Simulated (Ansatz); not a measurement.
# Na (Im-3m): phonon-mediated transition temperature, part 2 of 2

Wanted: λ, ω_log and Tc of Na (Im-3m). The cell shown first is a relaxed one, from steps not shown here.

Ansatz 0.2.0; DFT PBE, scalar-relativistic, plane waves, PAW.

So far, coupling constant λ: step 2 (coupling and resistivity: q 2×2×2, k 8×8×8, scattering …) 0.214. Also log mean phonon energy ħω_log (meV): step 2 10.6.

**3. Coupling and resistivity: q 3×3×3, k 9×9×9, scattering 16×16×16**

The next rung changes the q mesh, which sets the reach of the force constants and couplings; the k mesh of the density and its response; the scattering mesh, which samples the Fermi surface; the phonon self-energy between the q points, now taken in.

input.yaml reads:

```yaml
crystal:
  lattice:
    - [-2.096458875, 2.096458875, 2.096458875]
    - [2.096458875, -2.096458875, 2.096458875]
    - [2.096458875, 2.096458875, -2.096458875]
  atoms:
    - { symbol: Na, position: [0.0, 0.0, 0.0] }
kpoints:
  mp_grid: { grid: [9, 9, 9] }
hamiltonian:
  xc: pbe
scf:
  occupations: { method: methfessel_paxton, width: 0.2 }
output:
  eigenvalues: true
phonons:
  method: dfpt
  qmesh: [3, 3, 3]
  temperatures: { t_max: 1000, t_step: 50 }
  qpath:
    path:
      - [[0.0, 0.0, 0.0], [0.5, -0.5, 0.5], [0.0, 0.0, 0.5], [0.0, 0.0, 0.0], [0.25, 0.25, 0.25], [0.5, -0.5, 0.5]]
      - [[0.25, 0.25, 0.25], [0.0, 0.0, 0.5]]
    npoints: 10
  electrical_resistivity:
    mesh: [16, 16, 16]
    temperatures: [20.0, 50.0, 80.0, 100.0, 150.0, 200.0, 273.0, 300.0, 400.0, 500.0, 600.0, 800.0]
  superconductivity: { mesh: [16, 16, 16] }
```

Run with:

```bash
ansatz run input.yaml --threads 4 --pin off --max-ram 10240MiB --backend cpu --events-out ev --progress --plain --runs-dir out
```

Numbers of over 12 decimals in the logs are rounded to 6 here.

The program printed:

```text
[...]
Crystal: 1 atoms, lattice volume = 36.857 Å³
Basis set: ecut = 420 eV, 683 PW (Γ), exchange–correlation on 50×50×50 points (8 copies of the dense FFT grid, shifted against one another)
Bands: 9, of which v1, the nominal top of the filled ones, is band 5 counted from 1 (4 counted from 0)
Symmetry: 48 space group operations
k-points: 35 of 729
[...]
SCF iter   1: F=—  HF=-1486.421285 eV  |F-HF|=—  |Δ(HF+E_count)|=         —  Δρ=4.73e-4  dr2=4.08e-5  ethr=1.77e-3  ⟨swp⟩=4.9  Hψ=1885  notcnv=0
[...]
SCF iter   6: F=-1486.421180 eV  HF=-1486.421180 eV  |F-HF|=1.14e-11  |Δ(HF+E_count)|=   1.99e-9  S|Δr|=    0.00e0  Δρ=2.58e-7  dr2=9.55e-12  ethr=1.00e-12  ⟨swp⟩=5.1  Hψ=1460  notcnv=0
SCF 1 converged in 6 iterations: F = -1486.421180 eV  dr2 = 9.55e-12
[...]
NSCF: frozen V_eff on 35 k-points
[...]
SCF iter   1: F=—  HF=-1486.421285 eV  |F-HF|=—  |Δ(HF+E_count)|=         —  Δρ=4.73e-4  dr2=4.08e-5  ethr=1.77e-3  ⟨swp⟩=4.9  Hψ=1885  notcnv=0
[...]
SCF iter   6: F=-1486.421180 eV  HF=-1486.421180 eV  |F-HF|=1.25e-11  |Δ(HF+E_count)|=   1.99e-9  S|Δr|=    0.00e0  Δρ=2.58e-7  dr2=9.58e-12  ethr=1.00e-12  ⟨swp⟩=1.6  Hψ=922  notcnv=0
SCF 2 converged in 6 iterations: F = -1486.421180 eV  dr2 = 9.58e-12
[...]
SCF converged after 6 iterations
[...]
Free energy (F): -1486.421180 eV
[...]
Internal energy: -1486.421165 eV  (E = F + TS)
E sigma→0 (E₀):  -1486.421176 eV
Entropy (-TS):   -0.000015 eV (-0.015 meV/atom)
Fermi energy:    1.762599 eV
[...]
--- Band table (eV; the first three rows and the last of 35) ---
[...]
ASR residual: 3.731e-4 → 0.000e0 eV/Å²; symmetrization residual: 5.432e-13 eV/Å²
  ASR residual per site (eV/Å²): 3.73e-4
  Γ frequencies (cm⁻¹): 0.00 0.00 0.00
--- Phonons (arbitrary-q DFPT): 4 irreducible q on the 3×3×3 mesh ---
[...]
interpolated dispersion: 62 rows × 3 modes
[...]
--- Electrical resistivity: potentials and phonons of a 3×3×3 supercell ---
[...]
at the Fermi level of each mesh (of a tensor a third of its trace):
[...]
16×16×16                     0.2368              5.9898    0.2016    0.1266          11.300
          8×8×8                     0.2427              5.9669    0.2091    0.1372          11.545
          4×4×4                     0.2504              5.6082    0.2122    0.1558          12.521
  resistivity on the deck's mesh, µΩ·cm:
[...]
20.00     1.9642e-2              no     1.9642e-2     1.9642e-2     1.9642e-2       2.4512e-2         3.6166e-2
     50.00     3.3977e-1              no     3.3977e-1     3.3977e-1     3.3977e-1       3.7235e-1         5.4378e-1
     80.00     8.3610e-1              no     8.3610e-1     8.3610e-1     8.3610e-1       8.6448e-1          1.3415e0
    100.00      1.1655e0              no      1.1655e0      1.1655e0      1.1655e0        1.1885e0          1.8679e0
    150.00      1.9501e0              no      1.9501e0      1.9501e0      1.9501e0        1.9664e0          3.1143e0
    200.00      2.7014e0              no      2.7014e0      2.7014e0      2.7014e0        2.7168e0          4.3055e0
    273.00      3.7725e0              no      3.7725e0      3.7725e0      3.7725e0        3.7905e0          6.0039e0
    300.00      4.1648e0              no      4.1648e0      4.1648e0      4.1648e0        4.1842e0          6.6260e0
    400.00      5.6096e0              no      5.6096e0      5.6096e0      5.6096e0        5.6353e0          8.9160e0
    500.00      7.0492e0              no      7.0492e0      7.0492e0      7.0492e0        7.0822e0          1.1195e1
    600.00      8.4889e0              no      8.4889e0      8.4889e0      8.4889e0        8.5300e0          1.3472e1
    800.00      1.1379e1              no      1.1379e1      1.1379e1      1.1379e1        1.1439e1          1.8028e1
[...]
not converged in the mesh (λ; λ_tr; the resistivity at 20 K by 10.91 %; the resistivity at 50 K by 9.25 %; the resistivity at 80 K by 8.96 %; the resistivity at 100 K by 8.88 %; the resistivity at 150 K by 8.78 %; the resistivity at 200 K by 8.73 %; the resistivity at 273 K by 8.68 %; the resistivity at 300 K by 8.67 %; the resistivity at 400 K by 8.64 %; the resistivity at 500 K by 8.62 %; the resistivity at 600 K [...]
  vibrations of 27 cells: unjudged by the run; compare a larger repeat
[...]
at the force constants' own smearing the fine mesh and the k-points of their solves give squared frequencies that differ by 4.2 % of the larger at the most, at (0.3333, 0.3333, -0.3333)
--- Superconductivity: potentials and phonons of a 3×3×3 supercell ---
           mesh         λ    ħω_log (meV)  μ* declared at (meV)
       16×16×16    0.2016          11.300               12.520
          8×8×8    0.2091          11.545               12.605
          4×4×4    0.2122          12.521               13.061
  λ by the species' shares of the modes' patterns: Na 0.2016
[...]
0.08      0.001         0.002    none_found    none_found    none_found    none_found     none_found
      0.10      0.000         0.000    none_found    none_found    none_found    none_found     none_found
      0.12      0.000         0.000    none_found    none_found    none_found    none_found     none_found
      0.13      0.000         0.000    none_found    none_found    none_found    none_found     none_found
      0.14      0.000         0.000    none_found    none_found    none_found    none_found     none_found
      0.16      0.000         0.000    none_found    none_found    none_found    none_found     none_found
      0.20          -             -    none_found    none_found    none_found    none_found     none_found
  none_found: no transition down to 0.1 K
[...]
not converged in the mesh (λ): between neighbouring meshes, the two finest first, λ moves by 3.71 % and 1.49 % and the anisotropic transition temperature over the full bandwidth at μ* = 0.13 by nothing (neither mesh has one) and nothing (neither mesh has one); converged means that the two finest part by at most 2.00 % and 5.00 %
  vibrations of 27 cells: unjudged by the run; compare a larger repeat
[...]
```

It took 40 s on 4 threads of Arm Neoverse V1, shared host; peak memory 2 GiB; 2.5 min of CPU time.

Numbers from this step:

```yaml
zero_point_energy: 0.01607 eV/cell
highest_frequency_solved_or_plainly_interpolated: 132.4 cm⁻¹
debye_temperature_second_moment: 170 K
resistivity_at_300_k: 4.165 μΩ cm
coupling_constant_lambda: 0.2016
density_of_states_at_the_fermi_level: 0.2368 states/eV a spin and cell
log_mean_phonon_energy_omega_log: 11.3 meV
transport_coupling_constant_lambda_tr: 0.1266, 0.1266, 0.1266 (xx, yy, zz)
drude_plasma_energy: 5.99, 5.99, 5.99 eV (xx, yy, zz)
resistivity_times_mean_free_path: 14.11, 14.11, 14.11 × 10⁻¹⁶ Ω m² (xx, yy, zz)
second_moment_phonon_energy_omega: 12.52 meV
coupling_lambda_by_branch: 0.04, 0.0257, 0.136 (branches by rank of frequency)
```

An empty cell: under 1 mK by a formula, or no transition down to the floor of the Eliashberg search. Transition temperatures:

```
  μ*  McMillan Tc (K)  Allen–Dynes Tc (K)
0.08          0.00149              0.0015
 0.1                -                   -
0.12                -                   -
0.13                -                   -
0.14                -                   -
0.16                -                   -
 0.2                -                   -
```

**4. Electron–phonon run: q 4×4×4, k 12×12×12, scattering 20×20×20**

The next rung changes the q mesh, which sets the reach of the force constants and couplings; the k mesh of the density and its response; the scattering mesh, which samples the Fermi surface.

input.yaml, the sections that differ from step 3:

```yaml
kpoints:
  mp_grid: { grid: [12, 12, 12] }
phonons:
  method: dfpt
  qmesh: [4, 4, 4]
  temperatures: { t_max: 1000, t_step: 50 }
  qpath:
    path:
      - [[0.0, 0.0, 0.0], [0.5, -0.5, 0.5], [0.0, 0.0, 0.5], [0.0, 0.0, 0.0], [0.25, 0.25, 0.25], [0.5, -0.5, 0.5]]
      - [[0.25, 0.25, 0.25], [0.0, 0.0, 0.5]]
    npoints: 10
  electrical_resistivity:
    mesh: [20, 20, 20]
    temperatures: [20.0, 50.0, 80.0, 100.0, 150.0, 200.0, 273.0, 300.0, 400.0, 500.0, 600.0, 800.0]
  superconductivity: { mesh: [20, 20, 20] }
# crystal, hamiltonian, scf, output: as in step 3
```

The program printed:

```text
[...]
Crystal: 1 atoms, lattice volume = 36.857 Å³
Basis set: ecut = 420 eV, 683 PW (Γ), exchange–correlation on 50×50×50 points (8 copies of the dense FFT grid, shifted against one another)
Bands: 9, of which v1, the nominal top of the filled ones, is band 5 counted from 1 (4 counted from 0)
Symmetry: 48 space group operations
k-points: 72 of 1728
[...]
SCF iter   1: F=—  HF=-1486.414382 eV  |F-HF|=—  |Δ(HF+E_count)|=         —  Δρ=4.72e-4  dr2=4.14e-5  ethr=1.77e-3  ⟨swp⟩=4.9  Hψ=3890  notcnv=0
[...]
SCF iter   7: F=-1486.414285 eV  HF=-1486.414285 eV  |F-HF|=7.28e-12  |Δ(HF+E_count)|=  2.36e-10  S|Δr|=    0.00e0  Δρ=1.03e-7  dr2=3.30e-12  ethr=1.00e-12  ⟨swp⟩=4.4  Hψ=2838  notcnv=0
SCF 1 converged in 7 iterations: F = -1486.414285 eV  dr2 = 3.30e-12
[...]
SCF iter   1: F=—  HF=-1486.414382 eV  |F-HF|=—  |Δ(HF+E_count)|=         —  Δρ=4.72e-4  dr2=4.14e-5  ethr=1.77e-3  ⟨swp⟩=4.9  Hψ=3890  notcnv=0
[...]
SCF iter   7: F=-1486.414285 eV  HF=-1486.414285 eV  |F-HF|=7.28e-12  |Δ(HF+E_count)|=  2.36e-10  S|Δr|=    0.00e0  Δρ=1.03e-7  dr2=3.30e-12  ethr=1.00e-12  ⟨swp⟩=1.0  Hψ=1888  notcnv=0
SCF 2 converged in 7 iterations: F = -1486.414285 eV  dr2 = 3.30e-12
[...]
SCF converged after 7 iterations
[...]
Free energy (F): -1486.414285 eV
[...]
Internal energy: -1486.412424 eV  (E = F + TS)
E sigma→0 (E₀):  -1486.413820 eV
Entropy (-TS):   -0.001861 eV (-1.861 meV/atom)
Fermi energy:    1.726799 eV
[...]
--- Band table (eV; the first three rows and the last of 72) ---
[...]
ASR residual: 1.471e-5 → 0.000e0 eV/Å²; symmetrization residual: 9.853e-13 eV/Å²
  ASR residual per site (eV/Å²): 1.47e-5
  Γ frequencies (cm⁻¹): 0.00 0.00 0.00
--- Phonons (arbitrary-q DFPT): 8 irreducible q on the 4×4×4 mesh ---
[...]
interpolated dispersion: 62 rows × 3 modes
[...]
--- Electrical resistivity: potentials and phonons of a 4×4×4 supercell ---
[...]
at the Fermi level of each mesh (of a tensor a third of its trace):
[...]
20×20×20                     0.2361              5.9939    0.1900    0.1199          11.152
       10×10×10                     0.2424              6.0036    0.1975    0.1293          11.286
          5×5×5                     0.2157              5.3791    0.1812    0.1335          11.933
  resistivity on the deck's mesh, µΩ·cm:
[...]
20.00     1.8787e-2              no     1.8787e-2     1.8787e-2     1.8787e-2       2.3446e-2         3.6620e-2
     50.00     3.2253e-1              no     3.2253e-1     3.2253e-1     3.2253e-1       3.5370e-1         5.1875e-1
     80.00     7.9200e-1              no     7.9200e-1     7.9200e-1     7.9200e-1       8.1895e-1          1.2697e0
    100.00      1.1034e0              no      1.1034e0      1.1034e0      1.1034e0        1.1251e0          1.7650e0
    150.00      1.8450e0              no      1.8450e0      1.8450e0      1.8450e0        1.8602e0          2.9387e0
    200.00      2.5551e0              no      2.5551e0      2.5551e0      2.5551e0        2.5694e0          4.0608e0
    273.00      3.5676e0              no      3.5676e0      3.5676e0      3.5676e0        3.5841e0          5.6613e0
    300.00      3.9385e0              no      3.9385e0      3.9385e0      3.9385e0        3.9563e0          6.2475e0
    400.00      5.3051e0              no      5.3051e0      5.3051e0      5.3051e0        5.3286e0          8.4064e0
    500.00      6.6678e0              no      6.6678e0      6.6678e0      6.6678e0        6.6982e0          1.0556e1
    600.00      8.0314e0              no      8.0314e0      8.0314e0      8.0314e0        8.0697e0          1.2704e1
    800.00      1.0772e1              no      1.0772e1      1.0772e1      1.0772e1        1.0829e1          1.7006e1
[...]
vibrations of 64 cells: unjudged by the run; compare a larger repeat
[...]
--- Superconductivity: potentials and phonons of a 4×4×4 supercell ---
           mesh         λ    ħω_log (meV)  μ* declared at (meV)
       20×20×20    0.1900          11.152               12.459
       10×10×10    0.1975          11.286               12.496
          5×5×5    0.1812          11.933               12.827
  λ by the species' shares of the modes' patterns: Na 0.1900
[...]
0.08      0.000         0.000    none_found    none_found    none_found    none_found     none_found
      0.10      0.000         0.000    none_found    none_found    none_found    none_found     none_found
      0.12      0.000         0.000    none_found    none_found    none_found    none_found     none_found
      0.13      0.000         0.000    none_found    none_found    none_found    none_found     none_found
      0.14      0.000         0.000    none_found    none_found    none_found    none_found     none_found
      0.16      0.000         0.000    none_found    none_found    none_found    none_found     none_found
      0.20          -             -    none_found    none_found    none_found    none_found     none_found
  none_found: no transition down to 0.1 K
[...]
vibrations of 64 cells: unjudged by the run; compare a larger repeat
[...]
```

The job ended after 2.1 min (4 threads; peak memory 3.9 GiB).

This step gave:

| Item | Value |
| --- | --- |
| zero point energy | 0.01590 eV/cell |
| highest frequency, solved or plainly interpolated | 127.8 cm⁻¹ |
| Debye temperature (second moment) | 168 K |
| resistivity at 300 K | 3.939 μΩ cm |
| coupling constant λ | 0.19 |
| density of states at the Fermi level | 0.2361 states/eV a spin and cell |
| log mean phonon energy ħω_log | 11.15 meV |
| transport coupling constant λ_tr | 0.1199, 0.1199, 0.1199 (xx, yy, zz) |
| Drude plasma energy | 5.994, 5.994, 5.994 eV (xx, yy, zz) |
| resistivity times mean free path | 14.12, 14.12, 14.12 × 10⁻¹⁶ Ω m² (xx, yy, zz) |
| second-moment phonon energy ħω₂ | 12.46 meV |
| coupling λ by branch | 0.041, 0.0252, 0.124 (branches by rank of frequency) |

An empty cell: under 1 mK by a formula, or no transition down to the floor of the Eliashberg search. Transition temperatures:

```
  μ*  McMillan Tc (K)  Allen–Dynes Tc (K)
0.08                -                   -
 0.1                -                   -
0.12                -                   -
0.13                -                   -
0.14                -                   -
0.16                -                   -
 0.2                -                   -
```

Table of Eliashberg function α²F by phonon energy; read off at these points:

```
phonon energy (meV)      α²F   α²F tr
               1.00   4.4e-5        0
               1.50   3.4e-4        0
               2.00   9.1e-4   1.0e-4
               2.50  0.00220   2.3e-4
               3.00  0.00372   5.3e-4
               3.50  0.00571  0.00128
               4.00  0.00886  0.00287
               4.50   0.0124  0.00484
               5.00   0.0163  0.00732
               5.50   0.0204   0.0100
               6.00   0.0244   0.0132
               6.50   0.0277   0.0161
               7.00   0.0299   0.0182
               7.50   0.0304   0.0183
               8.00   0.0316   0.0188
               8.50   0.0330   0.0194
               9.00   0.0356   0.0208
               9.50   0.0393   0.0234
              10.00   0.0441   0.0271
              10.50   0.0522   0.0337
              11.00   0.0671   0.0460
              11.50   0.0837   0.0601
              12.00   0.0953   0.0676
              12.50   0.0979   0.0655
              13.00    0.105   0.0676
              13.50    0.126   0.0796
              14.00    0.158   0.0992
              14.50    0.252    0.163
              15.00    0.438    0.304
              15.06    0.449    0.316
              15.19    0.447    0.328
              15.50    0.312    0.221
              16.00    0.101   0.0666
```

Twice the integral of α²F/ω over this curve gives λ = 0.19, half of it from below 13.3 meV. The Eliashberg function α²F (α²F) has its highest peak at 15.1 meV.

**5. What came out**

- meshes: q 4×4×4, k 12×12×12, scattering 20×20×20
- coupling constant λ: 0.19
- log mean phonon energy ħω_log: 11.2 meV

What this shows: In the last run (PBE, q 4×4×4, k 12×12×12, scattering 20×20×20), with λ = 0.19 and ħω_log = 11.2 meV, Tc at μ* = 0.13 is under 1 mK by the formulas. Wikipedia's list of superconducting elements holds no transition of Na at normal pressure, in line with the calculation. In that run Allen and Dynes's formula gives no transition above 0.05 K at μ* = 0.10 or more. By the run's own test λ is not converged in the fine mesh: it moves by 4 % between the two finest. The run's transport test calls it not converged in the mesh; ρ(300 K) moves by 7 % in the component that moves most. Over the runs, λ takes the values 0.214, 0.202 and 0.19, in the order shown. μ* is a typed number, phonons are harmonic, and spin fluctuations are left out; with λ this near or under μ*(1 + 0.62 λ), the formulas give Tc only to its order of magnitude, or none.

[Logs are printed without paths, hosts, clocks, repeated set-up lines and the standing remarks that a program may print on its own settings, such as how far it seeks lower states.]

[Hosts, paths, dates, database ids (printed as entryN), source tags and the programs' standing remarks are cut or masked in the printed files.]
